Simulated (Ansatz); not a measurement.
# CdCo3N (Pm-3m): phonons and vibrational spectra

How does CdCo3N (Pm-3m) vibrate, and is this structure a minimum?

Calculated with Ansatz 0.2.0; DFT PBEsol, scalar-relativistic, plane waves, PAW; PAW set soft_1.

Most raw output is cut from this account.

In doubt: warnings of the run leave room for a lower electronic state (step 4), so energies may not be the lowest and differences between runs may mislead.

## Step 1: Starting point

Symmetry: Pm-3m, No. 221, cubic system. Conventional cell: a = 3.842 Å, b = 3.842 Å, c = 3.842 Å, α = 90.00°, β = 90.00°, γ = 90.00°. Nearest to Cd lie 12 Co at 2.72 Å. Nearest to Co lie 2 N at 1.92 Å. Nearest to N lie 6 Co at 1.92 Å. Farther neighbours and most contacts between anions are not listed.

## Step 2: A magnetic order at the starting cell, 5 atoms, magnetic order ferromagnetic

Phonons depend on the magnetic state, so simple orders are compared first, at the starting cell. This run starts ferromagnetic.

input.yaml

```yaml
crystal:
  lattice:
    - [3.8419, 0.0, 0.0]
    - [0.0, 3.8419, 0.0]
    - [0.0, 0.0, 3.8419]
  atoms:
    - { symbol: Cd, position: [0.0, 0.0, 0.0] }
    - { symbol: Co, position: [0.0, 0.5, 0.5], spin: 3.0 }
    - { symbol: Co, position: [0.5, 0.0, 0.5], spin: 3.0 }
    - { symbol: Co, position: [0.5, 0.5, 0.0], spin: 3.0 }
    - { symbol: "N", position: [0.5, 0.5, 0.5] }
kpoints:
  mp_grid: { grid: [8, 8, 8] }
hamiltonian:
  xc: pbesol
  pseudopotentials: { kind: paw, azcp: { folder: soft_1 }, xc_functional: pbe }
scf:
  occupations: { method: gaussian, width: 0.05 }
  max_iter: 100
output:
  forces: true
  stress: true
  eigenvalues: true
  populations: true
magnetization:
  spin_polarized: true
```

Started as:

```console
> ansatz run input.yaml --threads 4 --pin off --max-ram 10240MiB --backend cpu --events-out ev --progress --plain --runs-dir out
```

Run time: 6.6 s. Hardware: 4 threads of Arm Neoverse V2, shared host; peak memory 0.5 GiB.

This step gave:

```
magnetization          : 3.180 μB
absolute magnetization : 3.517 μB
site moments           : -0.04172, 1.023, 1.023, 1.023, 0.07028 μB
pressure               : -9.130 GPa
volume per atom        : 11.34 Å³
gap on the k-mesh      : 0 eV
```

The cell carries a net spin moment of 3.18 μB and an absolute one of 3.52 μB.

## Step 3: A magnetic order at the starting cell, 10 atoms, magnetic order antiferromagnetic, q = (0.5, 0.5, 0.5)

Phonons depend on the magnetic state, so simple orders are compared first, at the starting cell. This run starts antiferromagnetic, q = (0.5, 0.5, 0.5).

System of this step: CdCo3N (Pm-3m). The structure is cubic, space group Pm-3m (No. 221). Conventional cell: a = 3.842 Å, b = 3.842 Å, c = 3.842 Å, α = 90.00°, β = 90.00°, γ = 90.00°. Nearest to Cd lie 12 Co at 2.72 Å. Nearest to Co lie 2 N at 1.92 Å. Nearest to N lie 6 Co at 1.92 Å. Farther neighbours and most contacts between anions are not listed.

input.yaml, the sections that differ from step 2:

```yaml
crystal:
  lattice:
    - [3.8419, 3.8419, 0.0]
    - [3.8419, 0.0, 3.8419]
    - [3.8419, 0.0, -3.8419]
  atoms:
    - { symbol: Cd, position: [0.0, 0.0, 0.0] }
    - { symbol: Cd, position: [0.0, 0.5, 0.5] }
    - { symbol: Co, position: [0.5, 0.0, 0.5], spin: 3.0 }
    - { symbol: Co, position: [0.5, 0.5, 0.0], spin: -3.0 }
    - { symbol: Co, position: [0.0, 0.5, 0.0], spin: 3.0 }
    - { symbol: Co, position: [0.0, 0.0, 0.5], spin: -3.0 }
    - { symbol: Co, position: [0.5, 0.0, 0.0], spin: 3.0 }
    - { symbol: Co, position: [0.5, 0.5, 0.5], spin: -3.0 }
    - { symbol: "N", position: [0.5, 0.25, 0.75] }
    - { symbol: "N", position: [0.5, 0.75, 0.25] }
# kpoints, hamiltonian, scf, output, magnetization: as in step 2
```

Wall time 7.3 min (4 threads); peak memory 5 GiB.

The run was cut off at the time limit after its SCF loop had closed; no result of it is taken.

The program's message: “Warning:”

## Step 4: A magnetic order at the starting cell, 10 atoms, magnetic order antiferromagnetic, q = (0, 0, 0.5)

Phonons depend on the magnetic state, so simple orders are compared first, at the starting cell. This run starts antiferromagnetic, q = (0, 0, 0.5).

input.yaml, the sections that differ from step 3:

```yaml
crystal:
  lattice:
    - [3.8419, 0.0, 0.0]
    - [0.0, 3.8419, 0.0]
    - [0.0, 0.0, 7.6838]
  atoms:
    - { symbol: Cd, position: [0.0, 0.0, 0.0] }
    - { symbol: Cd, position: [0.0, 0.0, 0.5] }
    - { symbol: Co, position: [0.0, 0.5, 0.25], spin: 3.0 }
    - { symbol: Co, position: [0.0, 0.5, 0.75], spin: -3.0 }
    - { symbol: Co, position: [0.5, 0.0, 0.25], spin: 3.0 }
    - { symbol: Co, position: [0.5, 0.0, 0.75], spin: -3.0 }
    - { symbol: Co, position: [0.5, 0.5, 0.0], spin: 3.0 }
    - { symbol: Co, position: [0.5, 0.5, 0.5], spin: -3.0 }
    - { symbol: "N", position: [0.5, 0.5, 0.25] }
    - { symbol: "N", position: [0.5, 0.5, 0.75] }
kpoints:
  mp_grid: { grid: [8, 8, 4] }
# hamiltonian, scf, output, magnetization: as in step 3
```

It took 41 s on 4 threads; peak memory 0.98 GiB; 2.6 min of CPU time.

The cell carries a net spin moment of 0.00 μB and an absolute one of 6.08 μB, so the moments cancel.

## Step 5: A magnetic order at the starting cell, 10 atoms, magnetic order antiferromagnetic, q = (0.5, 0.5, 0)

Phonons depend on the magnetic state, so simple orders are compared first, at the starting cell. This run starts antiferromagnetic, q = (0.5, 0.5, 0).

input.yaml, the sections that differ from step 4:

```yaml
crystal:
  lattice:
    - [0.0, 0.0, -3.8419]
    - [-3.8419, -3.8419, 0.0]
    - [-3.8419, 3.8419, 0.0]
  atoms:
    - { symbol: Cd, position: [0.0, 0.5, 0.5] }
    - { symbol: Cd, position: [0.0, 0.0, 0.0] }
    - { symbol: Co, position: [0.5, 0.25, 0.75], spin: -3.0 }
    - { symbol: Co, position: [0.5, 0.75, 0.25], spin: 3.0 }
    - { symbol: Co, position: [0.5, 0.25, 0.25], spin: -3.0 }
    - { symbol: Co, position: [0.5, 0.75, 0.75], spin: 3.0 }
    - { symbol: Co, position: [0.0, 0.0, 0.5], spin: -3.0 }
    - { symbol: Co, position: [0.0, 0.5, 0.0], spin: 3.0 }
    - { symbol: "N", position: [0.5, 0.0, 0.5] }
    - { symbol: "N", position: [0.5, 0.5, 0.0] }
kpoints:
  mp_grid: { grid: [8, 6, 6] }
# hamiltonian, scf, output, magnetization: as in step 4
```

The job ended after 6.7 min (4 threads; peak memory 5.2 GiB).

The run was cut off at its time limit.

The program's message: “Warning:”

## Step 6: The orders compared

An antiferromagnetic start is carried into the relaxation if it ends more than 3 meV per atom below the ferromagnetic start.

This step gave:

```
start carried on : ferromagnetic
```

Orders, by row:

```tsv
starting order	atoms	energy from the first start (meV/atom)	largest moment (μB)	gap on mesh (eV)	net moment of the cell (μB)	order kept
ferromagnetic	5	0	1.02	0	3.18	yes
antiferromagnetic, q = (0, 0, 0.5)	10	14	0.94	0	0	yes
```

The start carried on is the ferromagnetic one. 2 of the orders tried did not finish, so a lower one may be missing.

## Step 7: Rough relaxation

The start is far from rest, so a relaxation with loose tolerances brings it close first.

System of this step: CdCo3N (Pm-3m). It takes space group Pm-3m (No. 221, cubic). The conventional cell has a = 3.842 Å, b = 3.842 Å, c = 3.842 Å, α = 90.00°, β = 90.00°, γ = 90.00°. Cd has 12 Co at 2.72 Å nearest. Co has 2 N at 1.92 Å nearest. Nearest to N lie 6 Co at 1.92 Å. Farther neighbours and most contacts between anions are not listed.

input.yaml, the sections that differ from step 5:

```yaml
crystal:
  lattice:
    - [3.8419, 0.0, 0.0]
    - [0.0, 3.8419, 0.0]
    - [0.0, 0.0, 3.8419]
  atoms:
    - { symbol: Cd, position: [0.0, 0.0, 0.0] }
    - { symbol: Co, position: [0.0, 0.5, 0.5], spin: 1.13 }
    - { symbol: Co, position: [0.5, 0.0, 0.5], spin: 1.13 }
    - { symbol: Co, position: [0.5, 0.5, 0.0], spin: 1.13 }
    - { symbol: "N", position: [0.5, 0.5, 0.5] }
kpoints:
  mp_grid: { grid: [6, 6, 6] }
scf:
  occupations: { method: gaussian, width: 0.1 }
relax:
  adjacent_minimum: "off"
  f_tol: 0.05
  max_steps: 80
  cell: { stress_tol: 0.5 }
# hamiltonian, output, magnetization: as in step 5
```

It took 11 s on 4 threads; peak memory 0.41 GiB.

The steps of the relaxation:

```tsv
step	energy less that of the first step (eV)	largest force component (eV/Å)	pressure (GPa)	volume (Å³)
1	0.0000	0.0000	-9.08	56.71
2	-0.0663	0.0000	-3.66	55.11
3	-0.0785	0.0000	0.35	54.08
4*	-0.0757	0.0000	0.30	54.08
```

Relaxation steps marked * repeat the geometry before them on a plane-wave basis chosen anew for their cell, so energy and pressure can jump there.

The run keeps the 48 symmetry operations that it works with, so distortions that break them were not tested.

```tsv
conventional cell, symmetrised	before	after	change
a (Å)	3.842	3.782	-1.6 %
b (Å)	3.842	3.782	-1.6 %
c (Å)	3.842	3.782	-1.6 %
volume (Å³/atom)	11.34	10.82	-4.6 %
```

Final coordinates:

```cif
data_structure
_symmetry_space_group_name_H-M 'P 1'
_symmetry_Int_Tables_number 1
_cell_length_a 3.7815
_cell_length_b 3.7815
_cell_length_c 3.7815
_cell_angle_alpha 90.000
_cell_angle_beta 90.000
_cell_angle_gamma 90.000
_cell_volume 54.08
loop_
_atom_site_label
_atom_site_type_symbol
_atom_site_fract_x
_atom_site_fract_y
_atom_site_fract_z
_atom_site_occupancy
Cd1 Cd 0.00000 0.00000 0.00000 1
Co2 Co 0.00000 0.50000 0.50000 1
Co3 Co 0.50000 0.00000 0.50000 1
Co4 Co 0.50000 0.50000 0.00000 1
N5 N 0.50000 0.50000 0.50000 1
```

This step gave:

- magnetization: 3.005 μB
- absolute magnetization: 3.297 μB
- site moments: -0.03611, 0.9584, 0.9584, 0.9584, 0.06809 μB
- pressure: 0.3026 GPa
- volume per atom: 10.82 Å³

In this step the volume went from 11.34 to 10.82 Å³/atom.

## Step 8: Bringing the structure to rest

Harmonic phonons are second derivatives at a point where the forces vanish, and they are wanted at zero stress, so atoms and cell are relaxed first.

input.yaml, the sections that differ from step 7:

```yaml
crystal:
  lattice:
    - [3.7815138264, 0.0, 0.0]
    - [0.0, 3.7815138264, 0.0]
    - [0.0, 0.0, 3.7815138264]
  atoms:
    - { symbol: Cd, position: [0.0, 0.0, 0.0] }
    - { symbol: Co, position: [0.0, 0.5, 0.5], spin: 1.05 }
    - { symbol: Co, position: [0.5, 0.0, 0.5], spin: 1.05 }
    - { symbol: Co, position: [0.5, 0.5, 0.0], spin: 1.05 }
    - { symbol: "N", position: [0.5, 0.5, 0.5] }
kpoints:
  mp_grid: { grid: [10, 10, 10] }
relax:
  adjacent_minimum: "off"
  f_tol: 0.005
  max_steps: 80
  cell: { stress_tol: 0.05 }
# hamiltonian, scf, output, magnetization: as in step 7
```

Wall time 24 s (4 threads); peak memory 0.54 GiB.

Little changed from the start: no atom moved by 0.005 Å and no cell edge by 0.1 %.

Numbers from this step:

* magnetization: 3.044 μB
* absolute magnetization: 3.339 μB
* site moments: -0.03707, 0.9710, 0.9710, 0.9710, 0.06772 μB
* pressure: -2.14e-5 GPa
* volume per atom: 10.84 Å³

In this step the volume went from 10.82 to 10.84 Å³/atom.

## Step 9: Tight relaxation

Phonons need a cell at rest on their own settings, so the relaxation is repeated with tight tolerances on forces and stress, using the mesh and the filling of the phonon run that follows.

input.yaml, the sections that differ from step 8:

```yaml
crystal:
  lattice:
    - [3.7838491912, 0.0, 0.0]
    - [0.0, 3.7838491912, 0.0]
    - [0.0, 0.0, 3.7838491912]
  atoms:
    - { symbol: Cd, position: [0.0, 0.0, 0.0] }
    - { symbol: Co, position: [0.0, 0.5, 0.5], spin: 1.07 }
    - { symbol: Co, position: [0.5, 0.0, 0.5], spin: 1.07 }
    - { symbol: Co, position: [0.5, 0.5, 0.0], spin: 1.07 }
    - { symbol: "N", position: [0.5, 0.5, 0.5] }
kpoints:
  mp_grid: { grid: [12, 12, 12] }
scf:
  occupations: { method: gaussian, width: 0.15 }
relax:
  adjacent_minimum: "off"
  f_tol: 0.001
  max_steps: 60
  cell: { stress_tol: 0.01 }
# hamiltonian, output, magnetization: as in step 8
```

Wall time 20 s (4 threads); peak memory 0.62 GiB.

Little changed from the start: no atom moved by 0.005 Å and no cell edge by 0.1 %.

Numbers from this step:

```yaml
magnetization: 3.017 μB
absolute_magnetization: 3.315 μB
site_moments: -0.03740, 0.9629, 0.9629, 0.9629, 0.06884 μB
pressure: -0.009728 GPa
```

The forces vanish by symmetry and the pressure is -0.010 GPa, within the tolerances set. The cell now holds 10.84 Å³/atom.

## Step 10: Zone-centre response

The zone centre is the only wavevector solved here; it holds the modes that light can see, as far as symmetry allows. No field response is asked, since the mesh shows no gap.

input.yaml, the sections that differ from step 9:

```yaml
crystal:
  lattice:
    - [3.7838491912, 0.0, 0.0]
    - [0.0, 3.7838491912, 0.0]
    - [0.0, 0.0, 3.7838491912]
  atoms:
    - { symbol: Cd, position: [0.0, 0.0, 0.0] }
    - { symbol: Co, position: [0.0, 0.5, 0.5], spin: 1.06 }
    - { symbol: Co, position: [0.5, 0.0, 0.5], spin: 1.06 }
    - { symbol: Co, position: [0.5, 0.5, 0.0], spin: 1.06 }
    - { symbol: "N", position: [0.5, 0.5, 0.5] }
output:
  eigenvalues: true
  populations: true
phonons:
  method: dfpt
# kpoints, hamiltonian, scf, magnetization: as in step 9
# relax: removed
```

The job ended after 4.5 min (4 threads; peak memory 4.3 GiB; 17 min of CPU time).

Numbers from this step:

```
sum-rule residual before enforcement                    : 1.20e-5 eV/Å²
point group                                             : m-3m
highest optical mode at the zone centre (no LO-TO term) : 521.5 cm⁻¹
lowest optical zone-centre mode                         : 152.1 cm⁻¹
```

Patterns of degenerate modes are one choice out of their space. The modes at Γ (shares of kinetic energy by element, %):

```tsv
mode	frequency (cm⁻¹)	symmetry	Cd %	Co %	N %
1	0.0	acoustic	37	58	5
2	0.0	acoustic	37	58	5
3	0.0	acoustic	37	58	5
4	152.1	T1u	35	55	10
5	152.1	T1u	35	55	10
6	152.1	T1u	35	55	10
7	186.5	T2u	0	100	0
8	186.5	T2u	0	100	0
9	186.5	T2u	0	100	0
10	235.1	T1u	28	70	2
11	235.1	T1u	28	70	2
12	235.1	T1u	28	70	2
13	521.5	T1u	0	17	83
14	521.5	T1u	0	17	83
15	521.5	T1u	0	17	83
```

Displacements in mode 5 (152.1 cm⁻¹), the largest set to 1:
```
Cd1  0.00 -0.55 -0.58
Co2  0.00 -0.05 -0.05
Co3  0.00  0.96 -0.05
Co4  0.00 -0.05  1.00
N5   0.00  0.84  0.88
```

Displacements in mode 11 (235.1 cm⁻¹), the largest set to 1:
```
Cd1  0.00 -0.69 -0.66
Co2  0.00  1.00  0.95
Co3  0.00 -0.54  0.95
Co4  0.00  1.00 -0.51
N5   0.00 -0.58 -0.55
```

Before it was imposed, the acoustic sum rule was missed by 1.2e-5 eV/Å². Small misses are needed for a sound result but don't prove that mesh and cutoff are converged. The lowest optical mode is real, 152 cm⁻¹.

## Step 11: Isotope substitution, element Cd, natural mass 112.414 amu

An isotope changes the mass and not the force constants, so no new electronic calculation is needed; the shifts show which modes move this element.

The same force constants with the mass of Cd changed from 112.414 to 115.905 u (phonopy, no LO-TO term). Both lists are sorted by frequency; levels can cross, so a row need not hold one and the same mode. Modes under 3 cm⁻¹ are left out. Isotope shifts, by row:

```tsv
q	rank	natural mass (cm⁻¹)	changed mass (cm⁻¹)
0 0 0	4	152.1	151.3
0 0 0	5	152.1	151.3
0 0 0	6	152.1	151.3
0 0 0	7	186.5	186.5
0 0 0	8	186.5	186.5
0 0 0	9	186.5	186.5
0 0 0	10	235.1	234.2
0 0 0	11	235.1	234.2
0 0 0	12	235.1	234.2
0 0 0	13	521.5	521.5
0 0 0	14	521.5	521.5
0 0 0	15	521.5	521.5
```

A mode of this element alone would shift by -1.52 %. The highest zone-centre frequency without the field goes from 521.5 to 521.5 cm⁻¹ (+0.0 %). The product of the frequency ratios over all optical modes at Γ is 0.972; the product rule, (m/m′)^(3k/2) (M′/M)^(3/2) with k = 1 such atoms and M the mass of the cell, gives 0.972.

## Step 12: Another isotope, element N, natural mass 14.007 amu

The same for N, from 14.01 to 15.00 u.

A mode of this element alone would shift by -3.37 %. The highest zone-centre frequency without the field goes from 521.5 to 507.0 cm⁻¹ (-2.8 %). The product of the frequency ratios over all optical modes at Γ is 0.907; the product rule, (m/m′)^(3k/2) (M′/M)^(3/2) with k = 1 such atoms and M the mass of the cell, gives 0.907.

## Step 13: Summary of results

- space group after relaxation (within 0.01 Å): Pm-3m
- volume per atom: 10.8 Å³
- electronic character: no gap on this mesh
- highest optical mode at the zone centre (no LO-TO term): 522 cm⁻¹
- lowest optical zone-centre mode: 152 cm⁻¹
- imaginary modes at Γ (the only wavevector solved): none
- net magnetic moment of the cell as run: 3.02 μB

In words: The structure is stable against zone-centre distortions, since no mode there is imaginary; other wavevectors were not solved, so zone-boundary instabilities are untested. The optical modes at Γ span 152 to 522 cm⁻¹. No dispersion was computed. The highest mode in this list at Γ, 521.5 cm⁻¹, is mostly motion of N (83 % of the kinetic energy). The magnetic state is the one that the run reached from its starting moments; a lower one was not ruled out. With no gap, or one that is small against the smearing, the frequencies hang on the k mesh and the smearing, most of all near Kohn anomalies. The PAW files were made for PBE and serve the other functionals too. These are harmonic frequencies at zero temperature: anharmonic shifts, linewidths and thermal expansion are left out.

[Logs are printed without paths, hosts, clocks, repeated set-up lines and the standing remarks that a program may print on its own settings, such as how far it seeks lower states.]

[Hosts, paths, dates, database ids (printed as entryN), source tags and the programs' standing remarks are cut or masked in the printed files.]
